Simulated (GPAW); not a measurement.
## Near-edge structure at the Te K edge of YTe (Fm-3m)

Aim: the dependence of the Te K near-edge features of YTe (Fm-3m) on volume.

Calculated with GPAW 26.7.0; X-ray absorption from dipole matrix elements to empty bands, plane-wave PAW LDA.

The database entry behind the starting cell differs from later determinations by our own check (0.1 to 0.3 % short, probably kX units), so it need not match the best structure at ambient conditions.

## (1) The starting structure

The structure is cubic, space group Fm-3m (No. 225). Conventional cell: a = 6.080 Å, b = 6.080 Å, c = 6.080 Å, α = 90.00°, β = 90.00°, γ = 90.00°. Nearest to Te lie 6 Y at 3.04 Å. Nearest to Y lie 6 Te at 3.04 Å. Farther neighbours and most contacts between anions are not listed.

## (2) The field without a hole

A plain self-consistent run shows whether there is a gap, which decides the set-up of the core-hole run.

scf.py

```python
import numpy as np
from ase import Atoms
from ase.parallel import parprint, paropen
from gpaw import GPAW, PW, FermiDirac, Mixer, MixerDif, setup_paths
from gpaw.test import gen
setup_paths.insert(0, '.')
gen('Te', name='nch1s', xcname='LDA', corehole=(1, 0, 0), write_xml=True)
from gpaw.mpi import world
world.barrier()

atoms = Atoms('TeY',
    cell=[[0, 3.04, 3.04],
     [3.04, 0, 3.04],
     [3.04, 3.04, 0]],
    scaled_positions=[[0, 0, 0],
     [0.5, 0.5, 0.5]],
    pbc=True)
atoms.calc = calc = GPAW(legacy_gpaw=True, mode=PW(430), xc='LDA', setups={0: 'nch1s'},
    kpts={'size': (7, 7, 7), 'gamma': True}, occupations=FermiDirac(0.05),
    charge=0, mixer=Mixer(0.1, 5, 50), maxiter=150,
    convergence={'density': 0.0001}, txt='scf.txt')
energy = atoms.get_potential_energy() + calc.get_reference_energy()
ef = calc.get_fermi_level()
out = dict(energy=energy, fermi=ef, forces=atoms.get_forces().tolist())
parprint(f'all-electron energy {energy:.4f} eV, Fermi level {ef:.4f} eV')
ev = np.array([[calc.get_eigenvalues(k, s) for k in range(len(calc.get_ibz_k_points()))] for s in range(calc.get_number_of_spins())])
out['homo'], out['lumo'], out['counts'] = ev[ev < ef].max(), ev[ev > ef].min(), sorted(set((ev < ef).sum((0, 2)).tolist()))
out['filled'] = (ev[:, 0] < ef).sum(1).tolist()
import json
with paropen('out.json', 'w') as f:
    json.dump(out, f)
```

Launch:

```sh
> OMP_NUM_THREADS=1 mpirun -n 2 gpaw python scf.py
```

Numbers of over 12 decimals in the logs are rounded to 6 here.

Log:

```text
Input parameters:
  convergence: {density: 0.0001}
  kpts: {gamma: True,
         size: (7, 7, 7)}
  maxiter: 150
  mixer: {backend: pulay,
          beta: 0.1,
          method: separate,
          nmaxold: 5,
          weight: 50}
  mode: {ecut: 430.0,
         name: pw}
  occupations: {fixmagmom: False,
                name: fermi-dirac,
                width: 0.05}
  setups: {0: nch1s}

Initialize ...

[... PAW data sets ...]

Reference energy: -276625.382566  # eV

Spin-paired calculation

[... convergence settings ...]
Symmetries present (total): 48
  [... symmetry matrices ...]

343 k-points: 7 x 7 x 7 Monkhorst-Pack grid
20 k-points in the irreducible part of the Brillouin zone
       k-points in crystal coordinates                weights
   0:     0.00000000    0.00000000    0.00000000          1/343
   1:     0.14285714    0.14285714    0.00000000          6/343
   2:     0.14285714    0.14285714    0.14285714          8/343
   3:     0.28571429    0.14285714    0.14285714         12/343
   4:     0.28571429    0.28571429    0.00000000          6/343
   5:     0.28571429    0.28571429    0.14285714         24/343
   6:     0.28571429    0.28571429    0.28571429          8/343
   7:     0.42857143   -0.28571429   -0.28571429         12/343
   8:     0.42857143    0.28571429   -0.42857143         48/343
   9:     0.42857143    0.28571429   -0.28571429         24/343
          ...
  19:     0.42857143    0.42857143    0.42857143          8/343

Wave functions: Plane wave expansion
  Cutoff energy: 430.000 eV
  Number of coefficients (min, max): 1130, 1154
  Pulay-stress correction: 0.000000 eV/Ang^3 (de/decut=0.000000)
  Using FFTW library
  Wavefunction extrapolation:
    Improved wavefunction reuse through dual PAW basis

Occupation numbers: Fermi-Dirac:
  width: 0.0500  # eV

Eigensolver
   Davidson(niter=2)

Densities:
  Coarse grid: 21*21*21 grid
  Fine grid: 42*42*42 grid
  Total Charge: 0.000000

Density mixing:
  Method: separate
  Backend: pulay
  Linear mixing parameter: 0.1
  old densities: 5
  Width of damping distribution: 1.1
  Damping of long wavelength oscillations: 50

[... Hamiltonian set-up ...]
Number of atoms: 2
Number of atomic orbitals: 17
Number of bands in calculation: 15
Number of valence electrons: 17
Bands to converge: occupied

... initialized

Initializing position-dependent things.

Density initialized from atomic densities
Creating initial wave functions:
  15 bands from LCAO basis set

                Y

       Te

Atomic positions and initial magnetic moments

Positions:
   0 Te     0.000000    0.000000    0.000000    ( 0.0000,  0.0000,  0.0000)
   1 Y      3.040000    3.040000    3.040000    ( 0.0000,  0.0000,  0.0000)

Unit cell:
           periodic     x           y           z      points  spacing
  1. axis:    yes    0.000000    3.040000    3.040000    21     0.1672
  2. axis:    yes    3.040000    0.000000    3.040000    21     0.1672
  3. axis:    yes    3.040000    3.040000    0.000000    21     0.1672

  Lengths:   4.299209   4.299209   4.299209
  Angles:   60.000000  60.000000  60.000000

Effective grid spacing dv^(1/3) = 0.1824

iter:   1   -11.961008
iter:   2   -11.962977   -1.59  -1.42
iter:   3   -11.948584   -1.89  -1.46
iter:   4   -11.944276   -3.56  -1.92
iter:   5   -11.942032c  -2.64  -1.91
iter:   6   -11.939219c  -3.57  -2.14
iter:   7   -11.939121c  -5.24  -3.11
iter:   8   -11.938976c  -4.39  -3.11
iter:   9   -11.938991c  -5.19  -3.72
iter:  10   -11.938978c  -6.45  -3.52
iter:  11   -11.938973c  -6.12  -3.89
iter:  12   -11.938973c  -7.05  -4.43c
iter:  13   -11.938973c  -7.36  -4.59c
iter:  14   -11.938973c  -8.97c -4.70c

Converged after 14 iterations.

Dipole moment: (0.000000, 0.000000, 0.000000) |e|*Ang

Energy contributions relative to reference atoms: (reference = -276625.382566)

Kinetic:        +14.146816
Potential:      -12.756522
External:        +0.000000
XC:             -13.303496
Entropy (-ST):   -0.009676
Local:           -0.020932
SIC:             +0.000000
--------------------------
Free energy:    -11.943811
Extrapolated:   -11.938973

Showing only first 2 kpts
 Kpt  Band  Eigenvalues  Occupancy
  0     6      6.42657    2.00000
  0     7      6.42657    2.00000
  0     8      8.33746    1.99636
  0     9      8.33746    1.99636

  1     6      5.93733    2.00000
  1     7      5.93733    2.00000
  1     8      7.90742    2.00000
  1     9      9.10877    0.00022

Fermi level: 8.65281

No gap
No difference between direct/indirect transitions

Forces in eV/Ang:
  0 Te    0.00000    0.00000   -0.00000
  1 Y    -0.00000    0.00000   -0.00000
Scalar-relativistic atomic LDA calculation for Te (Tellurium, Z=52)
Core hole in 1s state (1s occupation: 2.0)
750 radial gridpoints.
|------------------------------------------------|
|------------------------------------------------|
[... the atom generator's iteration count ...]

Energy contributions:
-------------------------
Kinetic:    +7100.534129
XC:          -169.800295
Potential: -13716.036721
-------------------------
Total:      -6785.302887

state      eigenvalue         ekin         rmax
-----------------------------------------------
1s^2.0 : -1159.499364  1477.979927        0.018
2s^2.0 :  -177.914127   308.802860        0.102
2p^6.0 :  -159.964965   291.747787        0.081
3s^2.0 :   -35.388430    89.168305        0.293
3p^6.0 :   -29.529919    82.706717        0.286
3d^10.0:   -20.591878    75.475207        0.238
4s^2.0 :    -6.020315    25.005627        0.701
4p^6.0 :    -4.197418    21.412968        0.737
4d^10.0:    -1.532718    15.146638        0.811
5s^2.0 :    -0.563619     3.926703        1.785
5p^4.0 :    -0.224650     2.336002        2.157
-----------------------------------------------
(units: Bohr and Hartree)

Generating PAW setup
Kinetic energy of the core from tauc = 7301.608833
Cutoffs:
rc(s)=2.230
rc(p)=2.260
rc(d)=2.340
rc(vbar)=2.160
rc(comp)=2.160
rc(nct)=2.340

Kinetic energy of the core states: 7083.336716
Charge: 0.0
Core electrons: 46.0
Valence electrons: 6.0
Pseudo-core charge: 1.904437
Shape function alpha=2.143
Pseudo-electron charge 8.604208
state    eigenvalue         norm
--------------------------------
5s(2) :    -0.563619     1.261507
*s    :     0.436381
5p(4) :    -0.224650     1.044190
*p    :     0.775350
*d    :     0.000000
--------------------------------

Diagonalizing with gridspacing h=0.050

state   all-electron     PAW
-------------------------------
5s:      -0.563619    -0.566817
5p:      -0.224650    -0.225887
*d:                    0.033165
*f:                    0.071329
-------------------------------
all-electron energy -276637.3215 eV, Fermi level 8.6528 eV
```

The job ended after 8.6 s (2 MPI ranks of Arm Neoverse V1, shared host; peak memory 0.17 GiB; 17 s of CPU time).

The mesh shows no gap, so the system is treated as a metal and the core electron is put at the Fermi level (neutral cell).

## (3) Reference energy of the supercell

The photon energy needs a difference of total energies, so the cell and mesh of the coming hole run are first run without a hole.

scf.py: that of step 2 with these lines changed.

```diff
@@ -10,11 +10,17 @@
 
-atoms = Atoms('TeY',
-    cell=[[0, 3.04, 3.04],
-     [3.04, 0, 3.04],
-     [3.04, 3.04, 0]],
+atoms = Atoms('Te4Y4',
+    cell=[[0, -6.08, 0],
+     [-6.08, 0, 0],
+     [0, 0, -6.08]],
     scaled_positions=[[0, 0, 0],
-     [0.5, 0.5, 0.5]],
+     [0.5, 0, 0.5],
+     [0, 0.5, 0.5],
+     [0.5, 0.5, 0],
+     [0.5, 0.5, 0.5],
+     [0, 0.5, 0],
+     [0.5, 0, 0],
+     [0, 0, 0.5]],
     pbc=True)
 atoms.calc = calc = GPAW(legacy_gpaw=True, mode=PW(430), xc='LDA', setups={0: 'nch1s'},
-    kpts={'size': (7, 7, 7), 'gamma': True}, occupations=FermiDirac(0.05),
+    kpts={'size': (4, 4, 4), 'gamma': True}, occupations=FermiDirac(0.1),
     charge=0, mixer=Mixer(0.1, 5, 50), maxiter=150,
```

Log:

```text
Input parameters:
  convergence: {density: 0.0001}
  kpts: {gamma: True,
         size: (4, 4, 4)}
  maxiter: 150
  mixer: {backend: pulay,
          beta: 0.1,
          method: separate,
          nmaxold: 5,
          weight: 50}
  mode: {ecut: 430.0,
         name: pw}
  occupations: {fixmagmom: False,
                name: fermi-dirac,
                width: 0.1}
  setups: {0: nch1s}

Initialize ...

[...]
5s(2) :    -0.563619     1.261507
*s    :     0.436381
5p(4) :    -0.224650     1.044190
*p    :     0.775350
*d    :     0.000000
--------------------------------

Diagonalizing with gridspacing h=0.050

state   all-electron     PAW
-------------------------------
5s:      -0.563619    -0.566817
5p:      -0.224650    -0.225887
*d:                    0.033165
*f:                    0.071329
-------------------------------
all-electron energy -1106549.3688 eV, Fermi level 8.5256 eV
[key lines of the parts left out:]
Converged after 17 iterations.
Dipole moment: (-0.000000, -0.000000, -0.000000) |e|*Ang
Free energy:    -47.899027
Fermi level: 8.52556
```

Elapsed: 30 s, on 2 MPI ranks; peak memory 0.25 GiB; 61 s of CPU time.

Reference energy: -1106549.369 eV with the cores included.

(Continued in part 2 of 3.)

[Banner, clock and machine lines of the logs are left out without a mark of their own.]

[Logs are printed without paths, hosts, clocks, repeated set-up lines and the standing remarks that a program may print on its own settings, such as how far it seeks lower states.]

[Hosts, paths, dates, database ids (printed as entryN), source tags and the programs' standing remarks are cut or masked in the printed files.]

[Lists of maxima count a maximum above −3 eV only where it reaches 4 % of the highest in the window and stands out from its surroundings by 2 % of it (1.5 % where it reaches 55 %); shoulders and weaker maxima are passed over, and of the rest the first, up to two pre-edge ones and the few strongest are named.]
